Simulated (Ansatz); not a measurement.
## Ag wire along [111], 13 atoms a period: bands along the axis

Aim: is the Ag wire along [111], 13 atoms a period a metal or a semiconductor?

Method: DFT PBE, plane waves, PAW; relaxation of a wire's period; PAW set soft_1, in the first sound run; inputs show where later runs differ, in Ansatz 0.2.0.

## (1) The structure

The cell holds 13 atoms: 13 Ag. Cell: a = 12.669 Å, b = 11.883 Å, c = 7.188 Å, α = 90.0°, β = 90.0°, γ = 90.0°. Vacuum lies along a and b. The structure's axis is c.

## (2) Relaxation of atoms and period

Band widths follow the bond lengths, so the wire is relaxed first. The atoms and the third cell vector are free; the box across stays fixed as vacuum. A Fermi-Dirac smearing is set since the result may be a metal. The pressure printed is a third of the stress's trace over the whole box, vacuum included; only the stress along the axis is relaxed.

File input.yaml:

```yaml
crystal:
  lattice:
    - [12.669, 0.0, 0.0]
    - [0.0, 11.883, 0.0]
    - [0.0, 0.0, 7.1880108514]
  atoms:
    - { symbol: Ag, position: [0.268371616, 0.499987007, 0.0] }
    - { symbol: Ag, position: [0.384185537, 0.713850982, 0.0] }
    - { symbol: Ag, position: [0.499999459, 0.499987007, 0.0] }
    - { symbol: Ag, position: [0.61581338, 0.713850982, 0.0] }
    - { symbol: Ag, position: [0.384185537, 0.428699016, 0.333333333] }
    - { symbol: Ag, position: [0.499999459, 0.64256299, 0.333333333] }
    - { symbol: Ag, position: [0.61581338, 0.428699016, 0.333333333] }
    - { symbol: Ag, position: [0.384185537, 0.571274999, 0.666666667] }
    - { symbol: Ag, position: [0.499999459, 0.357411024, 0.666666667] }
    - { symbol: Ag, position: [0.61581338, 0.571274999, 0.666666667] }
    - { symbol: Ag, position: [0.384185537, 0.286123033, 0.0] }
    - { symbol: Ag, position: [0.61581338, 0.286123033, 0.0] }
    - { symbol: Ag, position: [0.731627302, 0.499987007, 0.0] }
kpoints:
  mp_grid: { grid: [1, 1, 12] }
scf:
  occupations: { method: fermi_dirac, width: 0.05 }
hamiltonian:
  xc: pbe
  pseudopotentials: { kind: paw, azcp: { folder: soft_1 } }
relax:
  cell: { fix: [a, b, alpha, beta, gamma] }
  max_steps: 45
  f_tol: 0.03
```

The run is started by

```sh
$ ansatz run input.yaml --threads 4 --pin off --max-ram 16384MiB --backend cpu --events-out ev --progress --plain --runs-dir out
```

Numbers of over 12 decimals in the logs are rounded to 6 here.

Log:

```text
Engine: ansatz 0.2.0, x86_64-unknown-linux-gnu
Pseudopotentials: kind: paw
Pseudopotential: Ag, paw, valence charge 19, recommended cutoff 420 eV (normal), soft_1/Ag.paw.azcp
Functional definition: PBE
  parameter kappa = 0.804
  parameter beta = 0.066725
  exchange = pbe_x(kappa = kappa, mu = beta*pi^2/3)
  correlation = pbe_c(beta = beta)
Crystal: 13 atoms, lattice volume = 1082.124 Å³
Basis set: ecut = 420 eV, 21109 PW (Γ), exchange–correlation on 180×160×100 points (8 copies of the dense FFT grid, shifted against one another)
Bands: 149, of which v1, the nominal top of the filled ones, is band 124 counted from 1 (123 counted from 0)
Symmetry: 4 space group operations
Space group: P2/m (ITA 10), of the structure as read, at distance tolerance 1.0e-4 Å
k-points: 7 of 12
Non-local potential: Ag, projectors of the file, l = 0: 3, l = 1: 2, l = 2: 2, l = 3: 1
PAW form: soft (Blöchl's): semilocal exchange-correlation on the pseudo side does not see the compensation charge
PAW one-centre angular grid: Ag, 590 points (default); XC on 64 Gauss nodes
Initial density: superposition of atomic densities (neutral atoms: chi_scale 0, normalization atom)
Initial wavefunctions: pseudopotential atomic-orbital guess
Functional: x = pbe(κ = 0.804, μ = 0.219515), c = pbe(β = 0.066725)
iter 1 solved again at ethr=2.73e-3 eV; its pass at ethr=3.10e-3 eV (dr2=6.75e0 eV) is discarded
SCF iter   1: F=—  HF=-98669.851683 eV  |F-HF|=—  |Δ(HF+E_count)|=         —  Δρ=2.01e-2  dr2=7.07e0  ethr=2.73e-3  ⟨swp⟩=2.3  Hψ=5422  notcnv=0
preconditioner: auto → LDOS  [insulator: Δε(μ)=0.167 eV  Ē_g=6.974 eV  σ=0.050 eV  W_gap=0.66  n_scr=184 (ndim 8)  ℏωp=13.5 eV  f_vac=0.667  D(μ)=7.18/eV (n_scr^D=22)  ε∞_Penn≈4.7  β→1.0]
SCF iter   2: F=—  HF=-98671.174181 eV  |F-HF|=—  |Δ(HF+E_count)|=    1.32e0  Δρ=3.01e-2  dr2=1.11e1  ethr=2.73e-3  ⟨swp⟩=3.7  Hψ=3479  notcnv=0  defer=39
SCF iter   3: F=—  HF=-98668.156912 eV  |F-HF|=—  |Δ(HF+E_count)|=    3.02e0  Δρ=6.28e-3  dr2=5.00e-1  ethr=2.73e-3  ⟨swp⟩=2.4  Hψ=1788  notcnv=0  defer=100
SCF iter   4: F=—  HF=-98668.080761 eV  |F-HF|=—  |Δ(HF+E_count)|=   7.62e-2  Δρ=1.12e-3  dr2=2.31e-2  ethr=2.02e-4  ⟨swp⟩=3.0  Hψ=1558  notcnv=0  defer=100
SCF iter   5: F=—  HF=-98668.076647 eV  |F-HF|=—  |Δ(HF+E_count)|=   4.11e-3  Δρ=4.93e-4  dr2=3.52e-3  ethr=9.34e-6  ⟨swp⟩=2.0  Hψ=1707  notcnv=0  defer=100
SCF iter   6: F=—  HF=-98668.076478 eV  |F-HF|=—  |Δ(HF+E_count)|=   1.69e-4  Δρ=1.36e-4  dr2=2.96e-4  ethr=1.43e-6  ⟨swp⟩=2.0  Hψ=1447  notcnv=0  defer=100
SCF iter   7: F=—  HF=-98668.076589 eV  |F-HF|=—  |Δ(HF+E_count)|=   1.11e-4  Δρ=9.43e-5  dr2=1.23e-4  ethr=1.20e-7  ⟨swp⟩=2.0  Hψ=1527  notcnv=0  defer=100
SCF iter   8: F=—  HF=-98668.076599 eV  |F-HF|=—  |Δ(HF+E_count)|=   9.42e-6  Δρ=2.12e-5  dr2=6.94e-6  ethr=4.98e-8  ⟨swp⟩=2.0  Hψ=1446  notcnv=0  defer=100
SCF iter   9: F=—  HF=-98668.076256 eV  |F-HF|=—  |Δ(HF+E_count)|=   3.43e-4  Δρ=1.04e-5  dr2=1.50e-6  ethr=2.81e-9  ⟨swp⟩=2.0  Hψ=1452  notcnv=0  defer=100
SCF iter  10: F=—  HF=-98668.076256 eV  |F-HF|=—  |Δ(HF+E_count)|=   6.12e-7  Δρ=4.06e-6  dr2=1.64e-7  ethr=6.07e-10  ⟨swp⟩=2.0  Hψ=1454  notcnv=0  defer=100
SCF iter  11: F=-98668.076256 eV  HF=-98668.076256 eV  |F-HF|=3.06e-9  |Δ(HF+E_count)|=   8.61e-8  Δρ=1.24e-6  dr2=2.31e-8  ethr=4.05e-11  ⟨swp⟩=4.3  Hψ=3266  notcnv=0
SCF 1 converged in 11 iterations: F = -98668.076256 eV  dr2 = 2.31e-8
  greatest PAW one-centre occupation: 1.001 electrons in one spin orbital (limit 2), on the Ag atom at site 2 (counted from 0), in its partial waves of l = 0
relax step   1: F+E_penalty+E_count = -98668.07625641 eV  Δ(F+E_penalty+E_count) = +0.000e0 eV  max|allowed force component| = 6.157e-1 eV/Å  Δτ_max = 0.0000 Å  P = -1.031 GPa  Ω = 1082.124 Å³  fix = [a, b, alpha, beta, gamma]  reactions: a -0.886, b -0.846 GPa; alpha -0.001 GPa/rad  (11 SCF iters, dr2 threshold 1.00e-7 eV, accepted)
Crystal: 13 atoms, lattice volume = 1046.861 Å³
Basis set: ecut = 420 eV, 20463 PW (Γ), exchange–correlation on 180×160×100 points (8 copies of the dense FFT grid, shifted against one another)
Initial density: handed on by an earlier stage of this run
Initial wavefunctions: those handed on with the density
iter 1 solved again at ethr=5.37e-5 eV; its pass at ethr=3.10e-3 eV (dr2=1.33e-1 eV) is discarded
SCF iter   1: F=—  HF=-98668.534601 eV  |F-HF|=—  |Δ(HF+E_count)|=         —  Δρ=3.29e-3  dr2=1.38e-1  ethr=5.37e-5  ⟨swp⟩=3.9  Hψ=5086  notcnv=0
preconditioner: auto → LDOS  [insulator: Δε(μ)=0.116 eV  Ē_g=7.350 eV  σ=0.050 eV  W_gap=0.52  n_scr=176 (ndim 8)  ℏωp=13.7 eV  f_vac=0.680  D(μ)=7.11/eV (n_scr^D=22)  ε∞_Penn≈4.5  β→1.0]
SCF iter   2: F=—  HF=-98668.559971 eV  |F-HF|=—  |Δ(HF+E_count)|=   2.54e-2  Δρ=4.76e-3  dr2=2.00e-1  ethr=5.37e-5  ⟨swp⟩=2.4  Hψ=2082  notcnv=0
SCF iter   3: F=—  HF=-98668.501873 eV  |F-HF|=—  |Δ(HF+E_count)|=   5.81e-2  Δρ=8.21e-4  dr2=6.64e-3  ethr=5.37e-5  ⟨swp⟩=2.0  Hψ=1936  notcnv=0  defer=103
SCF iter   4: F=—  HF=-98668.500820 eV  |F-HF|=—  |Δ(HF+E_count)|=   1.05e-3  Δρ=1.67e-4  dr2=3.20e-4  ethr=2.69e-6  ⟨swp⟩=2.0  Hψ=1772  notcnv=0  defer=103
SCF iter   5: F=—  HF=-98668.500459 eV  |F-HF|=—  |Δ(HF+E_count)|=   3.61e-4  Δρ=5.87e-5  dr2=5.98e-5  ethr=1.30e-7  ⟨swp⟩=2.0  Hψ=1802  notcnv=0  defer=103
SCF iter   6: F=—  HF=-98668.500464 eV  |F-HF|=—  |Δ(HF+E_count)|=   4.61e-6  Δρ=3.42e-5  dr2=1.40e-5  ethr=2.42e-8  ⟨swp⟩=2.0  Hψ=1777  notcnv=0  defer=103
SCF iter   7: F=—  HF=-98668.500462 eV  |F-HF|=—  |Δ(HF+E_count)|=   1.58e-6  Δρ=1.14e-5  dr2=1.65e-6  ethr=5.65e-9  ⟨swp⟩=2.0  Hψ=1774  notcnv=0  defer=103
SCF iter   8: F=-98668.500462 eV  HF=-98668.500462 eV  |F-HF|=1.01e-8  |Δ(HF+E_count)|=   5.71e-8  Δρ=3.00e-6  dr2=1.44e-7  ethr=5.26e-10  ⟨swp⟩=4.0  Hψ=3276  notcnv=0
SCF 2 converged in 8 iterations: F = -98668.500462 eV  dr2 = 1.44e-7
relax step   2: F+E_penalty+E_count = -98668.50046243 eV  Δ(F+E_penalty+E_count) = -4.242e-1 eV  max|allowed force component| = 1.727e-1 eV/Å  Δτ_max = 0.1493 Å  P = +0.159 GPa  Ω = 1046.861 Å³  energy of the carried Pulay correction = +3.768e-3 eV  fix = [a, b, alpha, beta, gamma]  reactions: a +0.314, b +0.314 GPa; alpha -0.001 GPa/rad  (8 SCF iters, dr2 threshold 1.30e-6 eV, accepted)
Crystal: 13 atoms, lattice volume = 1036.618 Å³
Basis set: ecut = 420 eV, 20275 PW (Γ), exchange–correlation on 180×160×100 points (8 copies of the dense FFT grid, shifted against one another)
iter 1 solved again at ethr=2.60e-6 eV; its pass at ethr=3.10e-3 eV (dr2=6.42e-3 eV) is discarded
SCF iter   1: F=—  HF=-98668.554011 eV  |F-HF|=—  |Δ(HF+E_count)|=         —  Δρ=8.32e-4  dr2=6.07e-3  ethr=2.60e-6  ⟨swp⟩=2.4  Hψ=5040  notcnv=0
preconditioner: auto → LDOS  [insulator: Δε(μ)=0.187 eV  Ē_g=7.371 eV  σ=0.050 eV  W_gap=0.52  n_scr=176 (ndim 8)  ℏωp=13.8 eV  f_vac=0.675  D(μ)=8.22/eV (n_scr^D=38)  ε∞_Penn≈4.5  β→1.0]
SCF iter   2: F=—  HF=-98668.554303 eV  |F-HF|=—  |Δ(HF+E_count)|=   2.92e-4  Δρ=5.81e-4  dr2=5.46e-3  ethr=2.46e-6  ⟨swp⟩=2.6  Hψ=1970  notcnv=0
SCF iter   3: F=—  HF=-98668.552925 eV  |F-HF|=—  |Δ(HF+E_count)|=   1.38e-3  Δρ=1.85e-4  dr2=3.89e-4  ethr=2.21e-6  ⟨swp⟩=2.0  Hψ=1716  notcnv=0
SCF iter   4: F=—  HF=-98668.552666 eV  |F-HF|=—  |Δ(HF+E_count)|=   2.60e-4  Δρ=7.43e-5  dr2=5.22e-5  ethr=1.57e-7  ⟨swp⟩=2.0  Hψ=1820  notcnv=0
SCF iter   5: F=—  HF=-98668.552658 eV  |F-HF|=—  |Δ(HF+E_count)|=   7.78e-6  Δρ=1.74e-5  dr2=6.85e-6  ethr=2.11e-8  ⟨swp⟩=2.3  Hψ=1720  notcnv=0
SCF iter   6: F=-98668.552658 eV  HF=-98668.552658 eV  |F-HF|=2.60e-7  |Δ(HF+E_count)|=   6.11e-7  Δρ=8.31e-6  dr2=9.77e-7  ethr=5.26e-10  ⟨swp⟩=5.0  Hψ=3587  notcnv=0
SCF 3 converged in 6 iterations: F = -98668.552658 eV  dr2 = 9.77e-7
relax step   3: F+E_penalty+E_count = -98668.55265808 eV  Δ(F+E_penalty+E_count) = -5.220e-2 eV  max|allowed force component| = 2.564e-2 eV/Å  Δτ_max = 0.0457 Å  P = -0.052 GPa  Ω = 1036.618 Å³  energy of the carried Pulay correction = +4.902e-3 eV  fix = [a, b, alpha, beta, gamma]  reactions: a +0.026, b +0.042 GPa; alpha -0.001 GPa/rad  (6 SCF iters, dr2 threshold 1.30e-6 eV, accepted)
Crystal: 13 atoms, lattice volume = 1022.147 Å³
Basis set: ecut = 420 eV, 19931 PW (Γ), exchange–correlation on 180×160×100 points (8 copies of the dense FFT grid, shifted against one another)
iter 1 solved again at ethr=1.54e-6 eV; its pass at ethr=3.10e-3 eV (dr2=3.81e-3 eV) is discarded
SCF iter   1: F=—  HF=-98668.569715 eV  |F-HF|=—  |Δ(HF+E_count)|=         —  Δρ=5.67e-4  dr2=3.32e-3  ethr=1.54e-6  ⟨swp⟩=3.1  Hψ=4779  notcnv=0
preconditioner: auto → LDOS  [insulator: Δε(μ)=0.209 eV  Ē_g=7.379 eV  σ=0.050 eV  W_gap=0.52  n_scr=168 (ndim 8)  ℏωp=13.9 eV  f_vac=0.672  D(μ)=8.06/eV (n_scr^D=38)  ε∞_Penn≈4.5  β→1.0]
SCF iter   2: F=—  HF=-98668.570004 eV  |F-HF|=—  |Δ(HF+E_count)|=   2.89e-4  Δρ=5.44e-4  dr2=3.80e-3  ethr=1.34e-6  ⟨swp⟩=2.0  Hψ=1969  notcnv=0
SCF iter   3: F=—  HF=-98668.569039 eV  |F-HF|=—  |Δ(HF+E_count)|=   9.65e-4  Δρ=1.44e-4  dr2=2.15e-4  ethr=1.34e-6  ⟨swp⟩=2.0  Hψ=1827  notcnv=0
SCF iter   4: F=—  HF=-98668.569035 eV  |F-HF|=—  |Δ(HF+E_count)|=   4.54e-6  Δρ=4.68e-5  dr2=2.49e-5  ethr=8.69e-8  ⟨swp⟩=2.0  Hψ=1816  notcnv=0
SCF iter   5: F=—  HF=-98668.568785 eV  |F-HF|=—  |Δ(HF+E_count)|=   2.50e-4  Δρ=1.41e-5  dr2=4.82e-6  ethr=1.01e-8  ⟨swp⟩=2.0  Hψ=1630  notcnv=0
SCF iter   6: F=—  HF=-98668.568785 eV  |F-HF|=—  |Δ(HF+E_count)|=   3.91e-7  Δρ=6.44e-6  dr2=7.79e-7  ethr=1.95e-9  ⟨swp⟩=2.0  Hψ=1807  notcnv=0
SCF iter   7: F=-98668.568785 eV  HF=-98668.568785 eV  |F-HF|=1.52e-8  |Δ(HF+E_count)|=   8.02e-8  Δρ=1.94e-6  dr2=8.05e-8  ethr=5.04e-11  ⟨swp⟩=3.0  Hψ=4261  notcnv=0
SCF 4 converged in 7 iterations: F = -98668.568785 eV  dr2 = 8.05e-8
relax step   4: F+E_penalty+E_count = -98668.56878546 eV  Δ(F+E_penalty+E_count) = -1.613e-2 eV  max|allowed force component| = 1.500e-2 eV/Å  Δτ_max = 0.0275 Å  P = -0.001 GPa  Ω = 1022.147 Å³  energy of the carried Pulay correction = +6.537e-3 eV  fix = [a, b, alpha, beta, gamma]  reactions: a -0.002, b +0.018 GPa; alpha -0.002 GPa/rad  (7 SCF iters, dr2 threshold 1.25e-7 eV, accepted)
Basis set: ecut = 420 eV, 19931 PW (Γ), exchange–correlation on 180×160×96 points (8 copies of the dense FFT grid, shifted against one another)
Initial wavefunctions: pseudopotential atomic-orbital guess (no wavefunctions were taken with the density)
iter 1 solved again at ethr=1.16e-6 eV; its pass at ethr=3.10e-3 eV (dr2=2.86e-3 eV) is discarded
SCF iter   1: F=—  HF=-98668.561585 eV  |F-HF|=—  |Δ(HF+E_count)|=         —  Δρ=9.01e-5  dr2=1.19e-5  ethr=1.16e-6  ⟨swp⟩=3.6  Hψ=7122  notcnv=0
preconditioner: auto → LDOS  [insulator: Δε(μ)=0.211 eV  Ē_g=7.386 eV  σ=0.050 eV  W_gap=0.52  n_scr=168 (ndim 8)  ℏωp=13.9 eV  f_vac=0.671  D(μ)=8.06/eV (n_scr^D=38)  ε∞_Penn≈4.5  β→1.0]
SCF iter   2: F=—  HF=-98668.561652 eV  |F-HF|=—  |Δ(HF+E_count)|=   6.75e-5  Δρ=5.51e-5  dr2=2.39e-5  ethr=4.83e-9  ⟨swp⟩=3.0  Hψ=2242  notcnv=0
SCF iter   3: F=—  HF=-98668.561647 eV  |F-HF|=—  |Δ(HF+E_count)|=   5.26e-6  Δρ=3.08e-5  dr2=8.34e-6  ethr=4.83e-9  ⟨swp⟩=2.0  Hψ=1905  notcnv=0
SCF iter   4: F=—  HF=-98668.561645 eV  |F-HF|=—  |Δ(HF+E_count)|=   2.14e-6  Δρ=9.83e-6  dr2=8.46e-7  ethr=3.38e-9  ⟨swp⟩=2.0  Hψ=1456  notcnv=0
SCF iter   5: F=—  HF=-98668.561644 eV  |F-HF|=—  |Δ(HF+E_count)|=   2.34e-7  Δρ=1.96e-6  dr2=3.75e-8  ethr=3.42e-10  ⟨swp⟩=2.0  Hψ=1530  notcnv=0
SCF iter   6: F=—  HF=-98668.561644 eV  |F-HF|=—  |Δ(HF+E_count)|=   9.04e-9  Δρ=3.44e-7  dr2=1.82e-9  ethr=1.52e-11  ⟨swp⟩=2.1  Hψ=1906  notcnv=0
SCF iter   7: F=—  HF=-98668.561644 eV  |F-HF|=—  |Δ(HF+E_count)|=  4.37e-10  Δρ=1.60e-7  dr2=2.95e-10  ethr=1.00e-12  ⟨swp⟩=2.0  Hψ=1542  notcnv=0
SCF iter   8: F=-98668.561644 eV  HF=-98668.561644 eV  |F-HF|=0.00e0  |Δ(HF+E_count)|=  1.46e-11  Δρ=6.02e-8  dr2=3.88e-11  ethr=1.00e-12  ⟨swp⟩=4.7  Hψ=3339  notcnv=0
SCF 5 converged in 8 iterations: F = -98668.561644 eV  dr2 = 3.88e-11
relax step   5: F+E_penalty+E_count = -98668.56164445 eV  Δ(F+E_penalty+E_count) = +7.141e-3 eV  max|allowed force component| = 1.557e-2 eV/Å  Δτ_max = 0.0000 Å  P = +0.001 GPa  Ω = 1022.147 Å³  fix = [a, b, alpha, beta, gamma]  reactions: a +0.001, b +0.020 GPa; alpha -0.003 GPa/rad  stress off target by 1.78e-2 GPa on what of the cell is left free  SCF on the basis re-selected at this cell (its energy is not comparable with the rows above)  (8 SCF iters)
basis re-selected at this cell: Δ(F+E_penalty+E_count) = +7.141e-3 eV, ΔP = +0.002 GPa vs the last step (what re-selecting the basis moved, of the pressure what is left beyond the Pulay correction that the steps carried, after the strain that the cell walked since its last selection, with what the two solves' SCF thresholds leave and, on support functions, any second-order correction that the steps lacked; it is no measure of the basis error at this ecutwfc). The dense FFT grid was sized anew with the basis: this SCF ran on 90×80×48 points, the steps before it on 90×80×50, so part of this shift can come from that change (see relax.cell in the input reference). [rest of the remark cut]
SCF converged after 8 iterations
Free energy (F): -98668.561644 eV
Harris-Foulkes:  -98668.561644 eV  (|F-HF|=0.00e0)
Internal energy: -98668.495416 eV  (E = F + TS)
E sigma→0 (E₀):  -98668.528530 eV
Entropy (-TS):   -0.066229 eV (-5.095 meV/atom)
Fermi energy:    0.508387 eV
--- Per-component energies (eV) ---
  E_band       = -7093.590193
  E_kinetic    = 6087.554317
  E_local      = -132346.882019  (includes V_loc(G=0)·N_el)
  E_nonlocal   = 421.702123
  E_hartree    = 63938.305845
  E_xc         = -2052.447674
  E_vxc        = -2594.916413  (∫ρ·V_xc dr)
  E_paw        = -51439.891719  (= ΣΔE_a)
  E_vpaw       = -6537.665403  (= ΣTr[D̂ρ^β])
  E_aug_tail   = 0.004819  (compensation charges beyond the density's cutoff)
  E_ewald      = 16723.158892
  E_smearing   = -0.066229  (= −TS)
  E_closure    = 0.000000  (closes the sum)
  Σ components = -98668.561644   (vs F -98668.561644, Δ=0.00e0)
--- Forces (eV/Å), atoms counted from 1 ---
  atom   1  Ag    -0.01493877    -0.00000000     0.00000000
  atom   2  Ag    -0.00291546     0.01556562    -0.00174560
  atom   3  Ag     0.00000000     0.00000000     0.00000000
  atom   4  Ag     0.00291546     0.01556562    -0.00174560
  atom   5  Ag     0.00012874    -0.00441699    -0.00102499
  atom   6  Ag    -0.00000000     0.00736731    -0.00111815
  atom   7  Ag    -0.00012874    -0.00441699    -0.00102499
  atom   8  Ag     0.00012874     0.00441699     0.00102499
  atom   9  Ag     0.00000000    -0.00736731     0.00111815
  atom  10  Ag    -0.00012874     0.00441699     0.00102499
  atom  11  Ag    -0.00291546    -0.01556562     0.00174560
  atom  12  Ag     0.00291546    -0.01556562     0.00174560
  atom  13  Ag     0.01493877     0.00000000    -0.00000000
  max |Σ_I F_I| component: 1.73e-18 eV/Å
--- Stress (GPa, compression-positive) ---
        0.000815      -0.000000       0.000000
       -0.000000       0.020144       0.002535
        0.000000       0.002535      -0.017780
  P = ⅓ Tr σ = 0.0011 GPa (0.011 kbar)
--- Relaxed structure (4 steps of the walk, 4 accepted, 1 SCFs on fresh bases) ---
  F+E_penalty+E_count = -98668.56164445 eV   max|allowed force component| = 1.557e-2 eV/Å   (the final SCF, on the basis selected at the relaxed cell)
  cell:  # Å, volume = 1022.1468 Å³
    - [12.669, 0, 0]
    - [0, 11.883, 0]
    - [0, 0, 6.789610]
  atoms:
    - { symbol: Ag, position: [0.276929, 0.499987, 0] }
    - { symbol: Ag, position: [0.389106, 0.706541, -0.00182546] }
    - { symbol: Ag, position: [0.5, 0.499987, 0] }
    - { symbol: Ag, position: [0.610894, 0.706541, -0.00182546] }
    - { symbol: Ag, position: [0.381186, 0.426832, 0.340428] }
    - { symbol: Ag, position: [0.5, 0.647385, 0.340017] }
    - { symbol: Ag, position: [0.618814, 0.426832, 0.340428] }
    - { symbol: Ag, position: [0.381186, 0.573142, 0.659572] }
    - { symbol: Ag, position: [0.5, 0.352589, 0.659983] }
    - { symbol: Ag, position: [0.618814, 0.573142, 0.659572] }
    - { symbol: Ag, position: [0.389106, 0.293433, 0.00182546] }
    - { symbol: Ag, position: [0.610894, 0.293433, 0.00182546] }
    - { symbol: Ag, position: [0.723071, 0.499987, 0] }
```

Run time: 2 min. Hardware: 4 threads of Intel Xeon Platinum 8259CL at 2.50GHz (Skylake/Cascade Lake), shared host; peak memory 3 GiB; 7.3 min of CPU time.

(Part 1 of 2 ends here.)

[Logs are printed without paths, hosts, clocks, repeated set-up lines and the standing remarks that a program may print on its own settings, such as how far it seeks lower states.]

[Hosts, paths, dates, database ids (printed as entryN), source tags and the programs' standing remarks are cut or masked in the printed files.]
